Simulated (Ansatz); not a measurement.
# 1T-SnSe2 monolayer in a perpendicular field, part 2 of 2

Aim: how the 1T-SnSe2 monolayer screens a field along its normal, and what the field does to its bands. A positive field points along +c.

Ansatz 0.2.0; plane-wave DFT, PBE-D3(BJ), Ansatz PAW.

So far. Step 2 (Relaxation): The lattice constant a goes from 3.870 to 3.825 Å.

## Step 3: Single point, field 0

A sawtooth potential applies the field, turning back in the middle of the vacuum. With the dipole correction the typed value is the field outside the slab. The induced dipole is small, so the SCF threshold is tight.

The cell differs from the one that the last finished run ended in (c 35.210 → 21.201 Å).

The input, input.yaml:

```yaml
crystal:
  lattice:
    - [3.8250912786, 0.0, 0.0]
    - [-1.9125456393, 3.312626219, 0.0]
    - [0.0, 0.0, 21.2006439645]
  atoms:
    - { symbol: Se, position: [0.6666666667, 0.3333333333, 0.4245154069] }
    - { symbol: Sn, position: [0.0, 0.0, 0.5] }
    - { symbol: Se, position: [0.3333333333, 0.6666666667, 0.5754845931] }
kpoints:
  mp_grid: { grid: [12, 12, 1] }
  band_path:
    path: [[0, 0, 0], [0.5, 0, 0], [0.33333333, 0.33333333, 0], [0, 0, 0]]
    npoints: 16
hamiltonian:
  xc: pbe
  dispersion: d3bj
scf:
  occupations: { method: fermi_dirac, width: 0.02585 }
  convergence: { dr2_threshold: 1.0e-10 }
efield:
  axis: 3
  dipole_correction: true
  ramp_position: 0.97
  ramp_width: 0.06
  amplitude: 0
output:
  dos: { projected: true, e_range: [-6, 5] }
  write_potential: true
  write_density: true
  volumetric_format: npy
  elf: true
```

The run is started by

```sh
$ ansatz run input.yaml --threads 2 --pin off --max-ram 3072MiB --backend cpu --events-out ev --progress --plain --runs-dir out
```

Numbers of over 12 decimals in the logs are rounded to 6 here.

What it wrote:

```text
[...]
Crystal: 3 atoms, lattice volume = 268.635 Å³
Basis set: ecut = 420 eV, 5231 PW (Γ)
Bands: 28, of which v1, the nominal top of the filled ones, is band 23 counted from 1 (22 counted from 0)
Symmetry: 6 space group operations
k-points: 19 of 144 (time reversal used)
[...]
SCF iter   1: F=—  HF=-16964.133579 eV  |F-HF|=—  |Δ(HF+E_count)|=         —  Δρ=8.76e-4  dr2=5.12e-3  ethr=1.77e-3  p=0.000 e·Å  D=4.08e-14 V/Å  ΔV_dip=-0.00 eV  dr2_dipole=4.84e-8  V_vac-E_F(+/−)=5.47/5.47 eV  ⟨swp⟩=9.2  Hψ=2745  notcnv=0
efield: sawtooth ramp at fractional position 0.9700 (set: `efield.ramp_position`, or a place that a band, a saddle search or an elastic batch's reference lends), width 0.0600; the density the first Hamiltonian is built on has a dipole p = 0.000 e·Å; the dipole correction subtracts the counter field D = 4.08e-14 V/Å, which shifts the + side's vacuum level by -0.00 eV against the − side's; the planar-averaged density in the ramp window peaks in size at 5.4e-6 e/Å³
[...]
SCF iter   2: F=—  HF=-16964.134813 eV  |F-HF|=—  |Δ(HF+E_count)|=   1.23e-3  Δρ=4.93e-4  dr2=1.14e-3  ethr=1.11e-5  p=-0.000 e·Å  D=-6.94e-5 V/Å  ΔV_dip=0.00 eV  dr2_dipole=3.20e-7  V_vac-E_F(+/−)=5.55/5.55 eV  ⟨swp⟩=3.6  Hψ=1434  notcnv=0  defer=16
[...]
SCF iter  10: F=-16964.135383 eV  HF=-16964.135383 eV  |F-HF|=7.28e-12  |Δ(HF+E_count)|=   1.84e-9  Δρ=6.22e-8  dr2=1.16e-11  ethr=1.00e-12  p=0.000 e·Å  D=9.80e-8 V/Å  ΔV_dip=-0.00 eV  dr2_dipole=2.43e-13  V_vac-E_F(+/−)=5.57/5.57 eV  ⟨swp⟩=9.1  Hψ=1598  notcnv=0
SCF 1 converged in 10 iterations: F = -16964.135383 eV  dr2 = 1.16e-11
[...]
NSCF: frozen V_eff on 49 k-points
efield: sawtooth ramp at fractional position 0.9700 (kept from the solve that this one continues, or follows in the run), width 0.0600; the density the first Hamiltonian is built on has a dipole p = 0.000 e·Å; the dipole correction subtracts the counter field D = 9.80e-8 V/Å, which shifts the + side's vacuum level by -0.00 eV against the − side's; the planar-averaged density in the ramp window peaks in size at 5.0e-6 e/Å³
WARN: The output density's exchange-correlation potential varies sharply where the density is thin. Do not read a vacuum level from v_tot or v_xc, or from such a field of the output density. On a cell that repeats whose density bears no net charge and no dipole along the vacuum's axis use v_es (v_loc + v_h of the components); under efield.dipole_correction with no amplitude use v_es + v_field, which holds any externa [...]
SCF converged after 10 iterations
Free energy (F): -16964.135383 eV
[...]
Internal energy: -16964.135383 eV  (E = F + TS)
E sigma→0 (E₀):  -16964.135383 eV
Entropy (-TS):   -0.000000 eV (-0.000 meV/atom)
Fermi energy:    -1.543990 eV
Dipole field:    D = -0.000000 V/Å  (p = -0.000001 e·Å, saw-weighted, corrected)
Work function:   Φ+ = 5.5670 eV   Φ− = 5.5670 eV
Levels:          The Fermi level and band energies are counted from a zero that moves with the ramp; work functions are not
[...]
--- Band table (eV; the first three rows and the last of 19) ---
  k-point 0: bands = [... 19 lower, -2.4000, -2.4000, -2.0135, -2.0135, -0.3452, 1.1800, 2.6863, 2.6863, ... 1 higher]
  k-point 1: bands = [... 19 lower, -3.0226, -2.6323, -2.3823, -1.9507, 0.0375, 1.6223, 2.5141, 2.8475, ... 1 higher]
  k-point 2: bands = [... 19 lower, -3.2073, -3.0577, -2.9229, -1.9543, 0.2989, 1.9205, 2.9973, 3.2228, ... 1 higher]
  k-point 18: bands = [... 19 lower, -5.5840, -5.2184, -2.8277, -2.8277, -0.1574, 3.2648, 3.2648, 4.6374, ... 1 higher]
```

Wall time 9.8 s (2 threads of Intel Xeon Platinum 8488C (Sapphire Rapids), shared host); peak memory 0.6 GiB; 19 s of CPU time.

Numbers from this step:

- dipole along the normal: -7.04e-7 e·Å
- gap along the path: 0.7661 eV
- smallest direct gap along the path: 1.118 eV
- ionisation energy, upper face: 5.961 eV
- electron affinity, upper face: 5.195 eV
- gap, the smaller of path and mesh: 0.7661 eV

Running mean over a fixed 2.5 Å (it still follows the layers) of the planar mean; the ramp of the sawtooth is left out. Electron's electrostatic potential energy less the Fermi level against z:

| z (Å) | electron's electrostatic potential energy less the Fermi level (eV) |
| --- | --- |
| 3.0 | 5.57 |
| 3.5 | 5.57 |
| 4.0 | 5.57 |
| 4.5 | 5.57 |
| 5.0 | 5.57 |
| 5.5 | 5.56 |
| 6.0 | 5.54 |
| 6.5 | 5.43 |
| 7.0 | 4.94 |
| 7.5 | 3.68 |
| 8.0 | 2.09 |
| 8.5 | 0.280 |
| 9.0 | -1.48 |
| 9.5 | -2.44 |
| 10.0 | -2.88 |
| 10.5 | -3.20 |
| 11.0 | -3.04 |
| 11.5 | -2.61 |
| 12.0 | -1.98 |
| 12.5 | -0.480 |
| 13.0 | 1.39 |
| 13.5 | 3.07 |
| 14.0 | 4.51 |
| 14.5 | 5.31 |
| 15.0 | 5.51 |
| 15.5 | 5.55 |
| 16.0 | 5.56 |
| 16.5 | 5.57 |
| 17.0 | 5.57 |
| 17.5 | 5.57 |
| 18.0 | 5.57 |

The density of states has structure finer than the step of the table below, so its rows give means over 0.25 eV, whole bins alone (the curve runs from -6 to 2.35 eV). Peaks (eV: height): -2.800: 4.38, -1.560: 5.24, -1.150: 9.98, -0.900: 6.56, 1.390: 4.86, 1.530: 3.69, 1.830: 3.11.

Density of states against energy, zero at the Fermi level of the run, which the smearing sets inside the gap; means over each step:

| energy (eV) | density of states (states/eV a cell) |
| --- | --- |
| -5.00 | 0 |
| -4.75 | 0.779 |
| -4.50 | 1.60 |
| -4.25 | 1.92 |
| -4.00 | 1.11 |
| -3.75 | 1.28 |
| -3.50 | 1.52 |
| -3.25 | 1.89 |
| -3.00 | 2.19 |
| -2.75 | 3.62 |
| -2.50 | 2.24 |
| -2.25 | 1.47 |
| -2.00 | 1.23 |
| -1.75 | 1.30 |
| -1.50 | 3.53 |
| -1.25 | 5.69 |
| -1.00 | 3.72 |
| -0.75 | 3.67 |
| -0.50 | 1.37 |
| -0.25 | 0 |
| 0.00 | 0 |
| 0.25 | 0.00146 |
| 0.50 | 0.499 |
| 0.75 | 0.818 |
| 1.00 | 0.966 |
| 1.25 | 1.68 |
| 1.50 | 2.25 |
| 1.75 | 1.74 |
| 2.00 | 0.0413 |

Projected DOS per atom over height of the atomic layer and energy from the Fermi level. Layers: Se Sn Se from below.

Ten even steps from '0' (0.00 states/eV) to '9' (2.26 states/eV), each cell a mean:
```
000
121
232
111
010
000
000
202
808
909
404
212
313
535
323
212
111
222
111
000
000
000
```
Columns: height of the atomic layer (Å) from 9 to 12.2; rows upwards: energy from the Fermi level (eV) from -5.96 to 2.32.

The electronic bands at the labelled points (eV, zero at the Fermi level of the run, which the smearing sets inside the gap):

| point | band 20 | band 21 | band 22 | band 23 | band 24 | band 25 | band 26 | band 27 |
| --- | --- | --- | --- | --- | --- | --- | --- | --- |
| Γ | -0.86 | -0.86 | -0.47 | -0.47 | 1.20 | 2.72 | 4.23 | 4.23 |
| halfway | -2.30 | -1.94 | -1.28 | -0.50 | 1.44 | 3.69 | 5.06 | 5.12 |
| M | -2.74 | -2.59 | -1.16 | -0.75 | 0.37 | 3.68 | 4.94 | 5.21 |
| halfway | -3.45 | -2.97 | -1.30 | -1.12 | 1.13 | 4.66 | 4.82 | 5.31 |
| K | -4.04 | -3.67 | -1.28 | -1.28 | 1.39 | 4.81 | 4.81 | 6.18 |
| halfway | -3.19 | -1.87 | -1.34 | -0.91 | 1.78 | 4.29 | 4.64 | 5.20 |
| Γ | -0.86 | -0.86 | -0.47 | -0.47 | 1.20 | 2.72 | 4.23 | 4.23 |

Valence density in the ca plane at fractional y = 0.000, with atoms of Sn within 0.2 Å of it. It is the smooth field of the valence electrons, not physical close to the nuclei.

Values in units of 1e0 e/Å³, 6 rows by 16 columns, each cell a mean:
```
0.0 0.0 0.0 0.0 0.0 0.0 0.0 0.1 3.5 3.5 0.1 0.0 0.0 0.0 0.0 0.0
0.0 0.0 0.0 0.0 0.0 0.0 0.1 0.2 0.4 0.4 0.2 0.1 0.0 0.0 0.0 0.0
0.0 0.0 0.0 0.0 0.0 0.0 0.1 0.3 0.2 0.2 0.3 0.1 0.0 0.0 0.0 0.0
0.0 0.0 0.0 0.0 0.0 0.0 0.1 0.3 0.2 0.2 0.3 0.1 0.0 0.0 0.0 0.0
0.0 0.0 0.0 0.0 0.0 0.0 0.0 0.2 0.8 0.8 0.2 0.0 0.0 0.0 0.0 0.0
0.0 0.0 0.0 0.0 0.0 0.0 0.0 0.1 5.2 5.2 0.1 0.0 0.0 0.0 0.0 0.0
```
Columns run along c (16.0 Å, from fractional 0.08 to 0.84 of the cell), rows up along a (3.8 Å). Atoms in or near the plane, at fractional coordinates: Sn at (0.50, 0.00).

Electrostatic potential energy in the ca plane at fractional y = 0.000, with atoms of Sn within 0.2 Å of it. With pseudopotentials it is smooth inside the atoms' cores, unlike the true potential.

Values in eV, 6 rows by 16 columns, each cell a mean:
```
  4   4   4   4   4   4   3  -1  -8  -8  -1   3   4   4   4   4
  4   4   4   4   4   4   3   0  -8  -8   0   3   4   4   4   4
  4   4   4   4   4   4   1  -3   0   0  -3   1   4   4   4   4
  4   4   4   4   4   4   2  -2  -1  -1  -2   2   4   4   4   4
  4   4   4   4   4   4   3   0 -11 -11   0   3   4   4   4   4
  4   4   4   4   4   4   3  -2  -5  -5  -2   3   4   4   4   4
```
Columns run along c (16.0 Å, from fractional 0.08 to 0.84 of the cell; values clipped at the 3rd and 97th percentile), rows up along a (3.8 Å). Atoms in or near the plane, at fractional coordinates: Sn at (0.50, 0.00).

ELF in the ca plane at fractional y = 0.000, with atoms of Sn within 0.2 Å of it. It is the smooth field of the valence electrons, not physical close to the nuclei.

Ten even steps from '0' (0.00) to '9' (0.73), each cell a mean:
```
00000000000000000001233100232100000000000000
00000000000000000112343322334321000000000000
00000000000000012456765333467664310000000000
00000000000000125789986423578998631000000000
00000000000000136999986312589999852000000000
00000000000000136899986322589999742000000000
00000000000000013678876433578887521000000000
00000000000000001234554333345432100000000000
00000000000000000001233201333210000000000000
00000000000000000000233000232100000000000000
```
Columns run along c (16.0 Å, from fractional 0.08 to 0.84 of the cell), rows up along a (3.8 Å). Atoms in or near the plane, at fractional coordinates: Sn at (0.50, 0.00).

The gap is 0.77 eV, with the valence edge 5.96 eV and the conduction edge 5.19 eV under the upper vacuum level.

## Step 4: Atoms held, field 0.1 V/Å

Changes to input.yaml since step 3:

```diff
@@ -25,5 +25,4 @@
   ramp_width: 0.06
-  amplitude: 0
+  amplitude: 0.1
 output:
-  dos: { projected: true, e_range: [-6, 5] }
   write_potential: true
@@ -31,2 +30 @@
   volumetric_format: npy
-  elf: true
```

What it wrote:

```text
[...]
Crystal: 3 atoms, lattice volume = 268.635 Å³
Basis set: ecut = 420 eV, 5231 PW (Γ)
Bands: 28, of which v1, the nominal top of the filled ones, is band 23 counted from 1 (22 counted from 0)
Symmetry: 6 space group operations
k-points: 19 of 144 (time reversal used)
[...]
k-point 0: bands = [... 19 lower, -2.4007, -2.4007, -2.0139, -2.0139, -0.3459, 1.1794, 2.6858, 2.6858, ... 1 higher]
  k-point 1: bands = [... 19 lower, -3.0228, -2.6329, -2.3827, -1.9511, 0.0368, 1.6217, 2.5114, 2.8471, ... 1 higher]
  k-point 2: bands = [... 19 lower, -3.2079, -3.0583, -2.9232, -1.9547, 0.2984, 1.9189, 2.9923, 3.2224, ... 1 higher]
  k-point 18: bands = [... 19 lower, -5.5831, -5.2189, -2.8335, -2.8228, -0.1579, 3.2617, 3.2664, 4.6366, ... 1 higher]
[key lines of the parts left out:]
SCF converged after 11 iterations
Free energy (F): -16964.137244 eV
Fermi energy:    -1.544449 eV
Dipole field:    D = 0.025060 V/Å  (p = 0.037203 e·Å, saw-weighted, corrected)
```

It took 10 s on 2 threads; peak memory 0.55 GiB; 20 s of CPU time.

The dipole is 0.0372 e·Å, and the gap 0.766 eV.

## Step 5: Single point, field -0.1 V/Å

Changes to input.yaml since step 4:

```diff
@@ -25,3 +25,3 @@
   ramp_width: 0.06
-  amplitude: 0.1
+  amplitude: -0.1
 output:
```

What it wrote:

```text
[...]
Crystal: 3 atoms, lattice volume = 268.635 Å³
Basis set: ecut = 420 eV, 5231 PW (Γ)
Bands: 28, of which v1, the nominal top of the filled ones, is band 23 counted from 1 (22 counted from 0)
Symmetry: 6 space group operations
k-points: 19 of 144 (time reversal used)
[...]
k-point 0: bands = [... 19 lower, -2.4007, -2.4007, -2.0139, -2.0139, -0.3459, 1.1794, 2.6858, 2.6858, ... 1 higher]
  k-point 1: bands = [... 19 lower, -3.0228, -2.6329, -2.3827, -1.9511, 0.0368, 1.6217, 2.5114, 2.8471, ... 1 higher]
  k-point 2: bands = [... 19 lower, -3.2079, -3.0583, -2.9232, -1.9547, 0.2984, 1.9189, 2.9923, 3.2224, ... 1 higher]
  k-point 18: bands = [... 19 lower, -5.5831, -5.2189, -2.8335, -2.8228, -0.1579, 3.2617, 3.2664, 4.6366, ... 1 higher]
[key lines of the parts left out:]
SCF converged after 11 iterations
Free energy (F): -16964.137244 eV
Fermi energy:    -1.544449 eV
Dipole field:    D = -0.025060 V/Å  (p = -0.037203 e·Å, saw-weighted, corrected)
```

Elapsed: 10 s, on 2 threads; peak memory 0.54 GiB.

The dipole is -0.0372 e·Å, and the gap 0.766 eV.

## Step 6: Response, atoms held

This step: plane-wave DFT, PBE-D3(BJ), Ansatz PAW; response to a field along the normal, atoms held (Ansatz 0.2.0).

The dipoles give the slope, and the difference of two potentials shows where the field is screened.

This step gave:

- equivalent conductor thickness p/(ε₀AE): 5.313 Å
- distance between the outer atoms: 3.201 Å

Dipole of the cell against applied field:

| applied field (V/Å) | dipole of the cell (e·Å) |
| --- | --- |
| -0.1000 | -0.0372 |
| 0.0000 | -7.0e-7 |
| 0.1000 | 0.0372 |

Local field over the applied field, running mean. From the potentials at -0.1 and 0.1 V/Å; running mean over 2.5 Å. The local field over applied field by z:

| z (Å) | local field over applied field |
| --- | --- |
| 4.12 | 0.999 |
| 4.56 | 0.999 |
| 5.01 | 0.996 |
| 5.45 | 0.989 |
| 5.89 | 0.973 |
| 6.33 | 0.935 |
| 6.77 | 0.860 |
| 7.21 | 0.740 |
| 7.66 | 0.591 |
| 8.10 | 0.432 |
| 8.54 | 0.277 |
| 8.98 | 0.156 |
| 9.42 | 0.0885 |
| 9.86 | 0.0615 |
| 10.31 | 0.0472 |
| 10.89 | 0.0472 |
| 11.34 | 0.0615 |
| 11.78 | 0.0885 |
| 12.22 | 0.156 |
| 12.66 | 0.277 |
| 13.10 | 0.432 |
| 13.54 | 0.591 |
| 13.99 | 0.740 |
| 14.43 | 0.860 |
| 14.87 | 0.935 |
| 15.31 | 0.973 |
| 15.75 | 0.989 |
| 16.19 | 0.996 |
| 16.64 | 0.999 |
| 17.08 | 0.999 |

Electrons, planar mean, per unit field. Table of induced electron density by z:

| z (Å) | induced electron density (e/Å³ per V/Å) |
| --- | --- |
| 4.12 | 2.0e-6 |
| 4.56 | 5.9e-6 |
| 5.01 | 1.7e-5 |
| 5.45 | 4.7e-5 |
| 5.89 | 1.3e-4 |
| 6.33 | 3.2e-4 |
| 6.77 | 7.5e-4 |
| 7.21 | 0.00163 |
| 7.66 | 0.00295 |
| 8.10 | 0.00345 |
| 8.54 | 0.00184 |
| 8.98 | 9.7e-4 |
| 9.42 | 5.8e-4 |
| 9.86 | -8.5e-4 |
| 10.31 | -6.7e-4 |
| 10.89 | 6.7e-4 |
| 11.34 | 8.5e-4 |
| 11.78 | -5.8e-4 |
| 12.22 | -9.7e-4 |
| 12.66 | -0.00184 |
| 13.10 | -0.00345 |
| 13.54 | -0.00295 |
| 13.99 | -0.00163 |
| 14.43 | -7.5e-4 |
| 14.87 | -3.2e-4 |
| 15.31 | -1.3e-4 |
| 15.75 | -4.7e-5 |
| 16.19 | -1.7e-5 |
| 16.64 | -5.9e-6 |
| 17.08 | -2.0e-6 |

The smaller of the gaps on the path and on the k-mesh, counted as 0 under 0.03 eV. The gap stays at 0.766 eV for applied field from -0.1 to 0.1 V/Å.

By hand: between -0.1 and 0.1 V/Å the dipole changes by 0.07441 e·Å, a slope of 0.3720 e·Å²/V. A perfect conductor of thickness t has p = ε₀AEt, so t = 180.95 × 0.3720 / 12.671 = 5.31 Å (e/ε₀ = 180.95 V·Å, A in Å²).

The induced dipole is that of a conductor 5.31 Å thick.

## Step 7: What came out

```json
{"gap without field": "0.766 eV", "ionisation energy, upper face": "5.96 eV", "electron affinity, upper face": "5.19 eV", "equivalent conductor thickness, atoms held": "5.31 Å"}
```

What this shows: The induced dipole equals that of a perfect conductor 5.31 Å thick, while the outer atoms lie 3.20 Å apart; an out-of-plane ε follows only once a thickness t is chosen, by 1 − 1/ε = 5.31 Å / t. The gap stays within 0.01 eV of 0.77 eV over the fields run, up to 0.1 V/Å in size. Semilocal functionals give gaps that are too small, and excitons are not included. Spin-orbit coupling is left out, which matters for the bands of elements this heavy.

[Logs are printed without paths, hosts, clocks, repeated set-up lines and the standing remarks that a program may print on its own settings, such as how far it seeks lower states.]

[Hosts, paths, dates, database ids (printed as entryN), source tags and the programs' standing remarks are cut or masked in the printed files.]

[Maps of the electrostatic potential energy from Ansatz leave out the sawtooth potential of an applied field or a dipole correction, so their vacuum need not be flat; planar profiles and work functions include it.]

[The density of states shown here was stored with 400 of the rows of the run's finer table, so its peaks can read low, often by over a quarter, or be missed, and its means over a window can be off by a tenth or more.]
